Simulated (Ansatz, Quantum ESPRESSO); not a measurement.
**BaZrO3 (Pm-3m): third-order response**

Which lines does BaZrO3 (Pm-3m) show in Raman and infrared spectra?

Method: DFT LDA, scalar-relativistic, plane waves, PseudoDojo norm-conserving pseudopotentials, in Quantum ESPRESSO 8.0 development, patched.

The experiments to compare with:

For BaZrO3, cubic perovskite (solid-state synthesised powder, 300 K), “EXAFS study of lead-free relaxor ferroelectric BaTi(1-x)Zr(x)O3 at the Zr K-edge” (2006, arxiv:cond-mat/0602127) gives, by X-ray diffraction: lattice constant a (cubic cell parameter) 4.192 ± 0.001 Å.

For BaZrO3, cubic perovskite (ceramic, earlier study, 300 K), “Broadband dielectric spectroscopy of Ba(Zr,Ti)O3: dynamics of relaxors and diffuse ferroelectrics” (2013, arxiv:1312.3131) quotes earlier work: static dielectric constant (static permittivity) about 36 [polycrystalline ceramic; value quoted from the authors' earlier paper].

“Lattice dynamics and Raman spectrum of BaZrO3 single crystals” (2019, arxiv:1907.02008) quotes from earlier work for BaZrO3, cubic perovskite (polycrystalline, earlier work): infrared mode (TO1 at Gamma, T1u) 116 cm⁻¹ [Literature IR value quoted for comparison; temperature and sample not stated in passage]; infrared mode (TO2 at Gamma, T1u) 214 cm⁻¹ [Literature IR value quoted for comparison; temperature and sample not stated in passage]; infrared mode (TO3 at Gamma, T1u) 520 cm⁻¹ [Literature IR value quoted for comparison; temperature and sample not stated in passage].

### Step 1. The starting structure

Symmetry: Pm-3m, No. 221, cubic system. The conventional cell has a = 4.191 Å, b = 4.191 Å, c = 4.191 Å, α = 90.00°, β = 90.00°, γ = 90.00°. Ba has 12 O at 2.96 Å nearest. Zr has 6 O at 2.10 Å nearest. Nearest to O lie 2 Zr at 2.10 Å and 4 Ba at 2.96 Å. Farther neighbours and most contacts between anions are not listed.

### Step 2. A first look

Before anything dear is run, a loose run with smearing shows whether this is a metal and how far the cell is from rest.

Input file probe.in:

```
&CONTROL
  calculation = 'scf'
  prefix      = 'x'
  outdir      = './tmp'
  pseudo_dir  = './pseudo'
  tprnfor     = .true.
  tstress     = .true.
  verbosity   = 'high'
/
&SYSTEM
  ibrav       = 0
  nat         = 5
  ntyp        = 3
  ecutwfc     = 84.0
  occupations = 'smearing'
  smearing    = 'gaussian'
  degauss     = 0.01
/
&ELECTRONS
  conv_thr         = 1.0d-07
  mixing_beta      = 0.7
  electron_maxstep = 100
/
ATOMIC_SPECIES
 Ba    137.3270  Ba.upf
 Zr     91.2240  Zr.upf
 O      15.9990  O.upf
CELL_PARAMETERS angstrom
     4.191340000    0.000000000    0.000000000
     0.000000000    4.191340000    0.000000000
     0.000000000    0.000000000    4.191340000
ATOMIC_POSITIONS crystal
 Ba     0.000000000   0.000000000   0.000000000
 Zr     0.500000000   0.500000000   0.500000000
 O      0.000000000   0.500000000   0.500000000
 O      0.500000000   0.000000000   0.500000000
 O      0.500000000   0.500000000   0.000000000
K_POINTS automatic
 4 4 4 0 0 0
```

Launch:

```console
> OMP_NUM_THREADS=1 mpirun -n 8 pw.x -nk 8 -in probe.in > probe.out
```

What it wrote:

```text
[banners, grids, parts of the stress and lines that vanish by symmetry left out]
Program PWSCF v.8.0dev
     Message from routine setup:
     using ibrav=0 with symmetry is DISCOURAGED, use correct ibrav instead
[...]
kinetic-energy cutoff     =      84.0000  Ry
     charge density cutoff     =     336.0000  Ry
     scf convergence threshold =      1.0E-07
[...]
Exchange-correlation= SLA-PW-NOGX-NOGC
                           (   1   4   0   0   0   0   0)
[...]
48 Sym. Ops., with inversion, found
[...]
(     0          1          0      )
                  (     0          0          1      )
[...]
(  0.0000000  1.0000000  0.0000000 )
                  (  0.0000000  0.0000000  1.0000000 )
[...]
(     0         -1          0      )
                  (     0          0          1      )
[...]
( -1.0000000  0.0000000  0.0000000 )
                  (  0.0000000  1.0000000  0.0000000 )
[...]
number of k points=    10  Gaussian smearing, width (Ry)=  0.0100
[...]
End of self-consistent calculation
[...]
the Fermi energy is    11.0386 ev
!    total energy              =    -257.52446475 Ry
[...]
convergence has been achieved in  10 iterations
[...]
atom    1 type  1   force =     0.00000000    0.00000000    0.00000000
     atom    2 type  2   force =     0.00000000    0.00000000    0.00000000
     atom    3 type  3   force =     0.00000000    0.00000000    0.00000000
     atom    4 type  3   force =     0.00000000    0.00000000    0.00000000
     atom    5 type  3   force =     0.00000000    0.00000000    0.00000000
[...]
Total force =     0.000000     Total SCF correction =     0.000000
[...]
total   stress  (Ry/bohr**3)                   (kbar)     P=      -49.18
[...]
XML data file, charge density, pseudopotentials, collected wavefunctions

   JOB DONE.
```

Elapsed: 8 s, on 8 MPI ranks of Intel Xeon at 2.70GHz, shared host.

This step gave:

```
volume per atom   : 14.73 Å³
pressure          : -4.918 GPa
gap on the k-mesh : 3.104 eV
```

A gap of 3.1 eV opens on this mesh, so the crystal is taken as an insulator; the start stands at -4.9 GPa.

### Step 3. Relaxation

Frequencies change by per cents with a per cent of volume, so the structure is first brought to rest at this level of theory.

Input file relax.in:

```
&CONTROL
  calculation   = 'vc-relax'
  prefix        = 'x'
  outdir        = './tmp'
  pseudo_dir    = './pseudo'
  tprnfor       = .true.
  tstress       = .true.
  forc_conv_thr = 2.0d-05
  etot_conv_thr = 1.0d-07
  nstep         = 40
/
&SYSTEM
  ibrav       = 0
  nat         = 5
  ntyp        = 3
  ecutwfc     = 84.0
  occupations = 'fixed'
  nbnd        = 22
/
&ELECTRONS
  conv_thr         = 1.0d-11
  mixing_beta      = 0.7
  electron_maxstep = 100
/
&IONS
/
&CELL
  press_conv_thr = 0.2
/
ATOMIC_SPECIES
 Ba    137.3270  Ba.upf
 Zr     91.2240  Zr.upf
 O      15.9990  O.upf
CELL_PARAMETERS angstrom
     4.191340000    0.000000000    0.000000000
     0.000000000    4.191340000    0.000000000
     0.000000000    0.000000000    4.191340000
ATOMIC_POSITIONS crystal
 Ba     0.000000000   0.000000000   0.000000000
 Zr     0.500000000   0.500000000   0.500000000
 O      0.000000000   0.500000000   0.500000000
 O      0.500000000   0.000000000   0.500000000
 O      0.500000000   0.500000000   0.000000000
K_POINTS automatic
 6 6 6 0 0 0
```

Launch:

```console
> OMP_NUM_THREADS=1 mpirun -n 8 pw.x -nk 8 -in relax.in > relax.out
```

What it wrote:

```text
[banners, grids, parts of the stress and lines that vanish by symmetry left out]
[banner, memory and clock lines left out]
Program PWSCF v.8.0dev

[...]
kinetic-energy cutoff     =      84.0000  Ry
     charge density cutoff     =     336.0000  Ry
     scf convergence threshold =      1.0E-11
[...]
energy convergence thresh.=      1.0E-07
     force convergence thresh. =      2.0E-05
     press convergence thresh. =      2.0E-01
     Exchange-correlation= SLA-PW-NOGX-NOGC
                           (   1   4   0   0   0   0   0)
[...]
48 Sym. Ops., with inversion, found
[...]
number of k points=    20
[...]
End of self-consistent calculation
[...]
highest occupied, lowest unoccupied level (ev):     9.5476   12.6578
!    total energy              =    -257.52520260 Ry
[...]
convergence has been achieved in  14 iterations
[...]
atom    1 type  1   force =     0.00000000    0.00000000    0.00000000
     atom    2 type  2   force =     0.00000000    0.00000000    0.00000000
     atom    3 type  3   force =     0.00000000    0.00000000    0.00000000
     atom    4 type  3   force =     0.00000000    0.00000000    0.00000000
     atom    5 type  3   force =     0.00000000    0.00000000    0.00000000
     Total force =     0.000000     Total SCF correction =     0.000000
[...]
total   stress  (Ry/bohr**3)                   (kbar)     P=      -49.39
[...]
number of bfgs steps    =   0
[...]
CELL_PARAMETERS (angstrom)
[...]
ATOMIC_POSITIONS (crystal)
Ba               0.0000000000        0.0000000000        0.0000000000
Zr               0.5000000000        0.5000000000        0.5000000000
O                0.0000000000        0.5000000000        0.5000000000
O                0.5000000000        0.0000000000        0.5000000000
[...]
New effective cutoffs (rho, wfc):  341.12   85.42
[...]
End of self-consistent calculation
[...]
highest occupied, lowest unoccupied level (ev):     9.8879   13.0512
!    total energy              =    -257.52767557 Ry
[...]
convergence has been achieved in   9 iterations
[...]
atom    1 type  1   force =     0.00000000    0.00000000    0.00000000
     atom    2 type  2   force =     0.00000000    0.00000000    0.00000000
     atom    3 type  3   force =     0.00000000    0.00000000    0.00000000
     atom    4 type  3   force =     0.00000000    0.00000000    0.00000000
     atom    5 type  3   force =     0.00000000    0.00000000    0.00000000
     Total force =     0.000000     Total SCF correction =     0.000000
[...]
total   stress  (Ry/bohr**3)                   (kbar)     P=       -8.30
[...]
number of bfgs steps    =   1
[...]
CELL_PARAMETERS (angstrom)
[...]
ATOMIC_POSITIONS (crystal)
[...]
New effective cutoffs (rho, wfc):  342.26   85.71
[...]
End of self-consistent calculation
[...]
highest occupied, lowest unoccupied level (ev):     9.9566   13.1302
!    total energy              =    -257.52774082 Ry
[...]
convergence has been achieved in  10 iterations
[...]
atom    1 type  1   force =     0.00000000    0.00000000    0.00000000
     atom    2 type  2   force =     0.00000000    0.00000000    0.00000000
     atom    3 type  3   force =     0.00000000    0.00000000    0.00000000
     atom    4 type  3   force =     0.00000000    0.00000000    0.00000000
[...]
Total force =     0.000000     Total SCF correction =     0.000000
[...]
total   stress  (Ry/bohr**3)                   (kbar)     P=        0.44
[...]
number of bfgs steps    =   2
[...]
CELL_PARAMETERS (angstrom)
[...]
ATOMIC_POSITIONS (crystal)
[...]
New effective cutoffs (rho, wfc):  342.21   85.69
[...]
End of self-consistent calculation
[...]
highest occupied, lowest unoccupied level (ev):     9.9532   13.1262
!    total energy              =    -257.52774099 Ry
[...]
convergence has been achieved in   6 iterations
[...]
Total force =     0.000000     Total SCF correction =     0.000000
[...]
total   stress  (Ry/bohr**3)                   (kbar)     P=       -0.00
[...]
number of bfgs steps    =   3
[...]
small trust_radius: resetting bfgs history
[...]
CELL_PARAMETERS (angstrom)
[...]
ATOMIC_POSITIONS (crystal)
[...]
New effective cutoffs (rho, wfc):  342.21   85.69
[...]
End of self-consistent calculation
[...]
highest occupied, lowest unoccupied level (ev):     9.9532   13.1263
!    total energy              =    -257.52774099 Ry
[...]
convergence has been achieved in   3 iterations
[...]
atom    3 type  3   force =     0.00000000    0.00000000    0.00000000
     atom    4 type  3   force =     0.00000000    0.00000000    0.00000000
     atom    5 type  3   force =     0.00000000    0.00000000    0.00000000
     Total force =     0.000000     Total SCF correction =     0.000000
[...]
total   stress  (Ry/bohr**3)                   (kbar)     P=       -0.00
[...]
bfgs converged in   5 scf cycles and   4 bfgs steps
[...]
End of BFGS Geometry Optimization
     Final enthalpy           =    -257.5277409946 Ry
     File ./tmp/x.bfgs deleted, as requested
[...]
CELL_PARAMETERS (angstrom)
[...]
ATOMIC_POSITIONS (crystal)
[...]
O                0.5000000000        0.0000000000        0.5000000000
O                0.5000000000        0.5000000000        0.0000000000
[...]
Final scf calculation at the relaxed structure.
[...]
kinetic-energy cutoff     =      84.0000  Ry
     charge density cutoff     =     336.0000  Ry
     scf convergence threshold =      1.0E-13
[...]
press convergence thresh. =      2.0E-01
     Exchange-correlation= SLA-PW-NOGX-NOGC
                           (   1   4   0   0   0   0   0)
[...]
48 Sym. Ops., with inversion, found
[...]
number of k points=    20
[...]
End of self-consistent calculation
[...]
highest occupied, lowest unoccupied level (ev):     9.9532   13.1263
!    total energy              =    -257.52771737 Ry
[...]
convergence has been achieved in  18 iterations
[...]
atom    1 type  1   force =     0.00000000    0.00000000    0.00000000
     atom    2 type  2   force =     0.00000000    0.00000000    0.00000000
     atom    3 type  3   force =     0.00000000    0.00000000    0.00000000
     atom    4 type  3   force =     0.00000000    0.00000000    0.00000000
     atom    5 type  3   force =     0.00000000    0.00000000    0.00000000
     Total force =     0.000000     Total SCF correction =     0.000000
[...]
total   stress  (Ry/bohr**3)                   (kbar)     P=       -0.16
[...]
XML data file, charge density, pseudopotentials, collected wavefunctions
```

The job ended after 50 s (8 MPI ranks).

Step by step:

```csv
step,energy less that of the first step (eV),largest force (eV/Å),pressure (GPa),volume (Å³)
1,0.0000,0.0000,-4.94,73.63
2,-0.0336,0.0000,-0.83,71.79
3,-0.0345,0.0000,0.04,71.43
4,-0.0345,0.0000,0.00,71.45
5,-0.0345,0.0000,0.00,71.45
6,-0.0342,0.0000,-0.02,71.45
```

```csv
"conventional cell, symmetrised",before,after,change
a (Å),4.191,4.150,-1.0 %
b (Å),4.191,4.150,-1.0 %
c (Å),4.191,4.150,-1.0 %
volume (Å³/atom),14.73,14.29,-3.0 %
```

The last row of the table of steps is pw.x's closing run on a basis chosen anew for the final cell, so its energy can jump.

This step gave:

| Quantity | Value |
| --- | --- |
| volume per atom | 14.29 Å³ |
| pressure | -0.016 GPa |
| gap on the k-mesh | 3.173 eV |

The volume changes by -3.0 % from the cell with which this run began.

### Step 4. Ground state

Perturbation theory inherits every error of the wavefunctions, so the threshold is set near the limit of the arithmetic. With a gap, occupations are fixed, which also allows the response to an electric field.

Input file scf.in:

```
&CONTROL
  calculation = 'scf'
  prefix      = 'x'
  outdir      = './tmp'
  pseudo_dir  = './pseudo'
  tprnfor     = .true.
  tstress     = .true.
/
&SYSTEM
  ibrav       = 0
  nat         = 5
  ntyp        = 3
  ecutwfc     = 84.0
  occupations = 'fixed'
  nbnd        = 22
/
&ELECTRONS
  conv_thr         = 1.0d-12
  mixing_beta      = 0.7
  electron_maxstep = 100
/
ATOMIC_SPECIES
 Ba    137.3270  Ba.upf
 Zr     91.2240  Zr.upf
 O      15.9990  O.upf
CELL_PARAMETERS angstrom
     4.149539416    0.000000000    0.000000000
     0.000000000    4.149539416    0.000000000
     0.000000000    0.000000000    4.149539416
ATOMIC_POSITIONS crystal
 Ba     0.000000000   0.000000000   0.000000000
 Zr     0.500000000   0.500000000   0.500000000
 O      0.000000000   0.500000000   0.500000000
 O      0.500000000   0.000000000   0.500000000
 O      0.500000000   0.500000000   0.000000000
K_POINTS automatic
 8 8 8 0 0 0
```

Launch:

```console
> OMP_NUM_THREADS=1 mpirun -n 8 pw.x -nk 8 -in scf.in > scf.out
```

What it wrote:

```text
[banners, grids, parts of the stress and lines that vanish by symmetry left out]
[banner, memory and clock lines left out]
Program PWSCF v.8.0dev

[...]
kinetic-energy cutoff     =      84.0000  Ry
     charge density cutoff     =     336.0000  Ry
     scf convergence threshold =      1.0E-12
[...]
Exchange-correlation= SLA-PW-NOGX-NOGC
                           (   1   4   0   0   0   0   0)
[...]
48 Sym. Ops., with inversion, found
[...]
number of k points=    35
[...]
End of self-consistent calculation
[...]
highest occupied, lowest unoccupied level (ev):     9.9531   13.1264
!    total energy              =    -257.52773920 Ry
[...]
convergence has been achieved in  16 iterations
[...]
atom    1 type  1   force =     0.00000000    0.00000000    0.00000000
     atom    2 type  2   force =     0.00000000    0.00000000    0.00000000
     atom    3 type  3   force =     0.00000000    0.00000000    0.00000000
     atom    4 type  3   force =     0.00000000    0.00000000    0.00000000
     atom    5 type  3   force =     0.00000000    0.00000000    0.00000000
     Total force =     0.000000     Total SCF correction =     0.000000
[...]
total   stress  (Ry/bohr**3)                   (kbar)     P=       -0.16
[...]
XML data file, charge density, pseudopotentials, collected wavefunctions
```

The job ended after 24 s (8 MPI ranks; 2.9 min of CPU time).

The cell stands at -0.016 GPa, close enough for phonons.

(Continued in part 2 of 3.)

[Host names and launcher messages were left out of these logs when they were recorded.]

[Logs are printed without paths, hosts, clocks, repeated set-up lines and the standing remarks that a program may print on its own settings, such as how far it seeks lower states.]

[Hosts, paths, dates, database ids (printed as entryN), source tags and the programs' standing remarks are cut or masked in the printed files.]
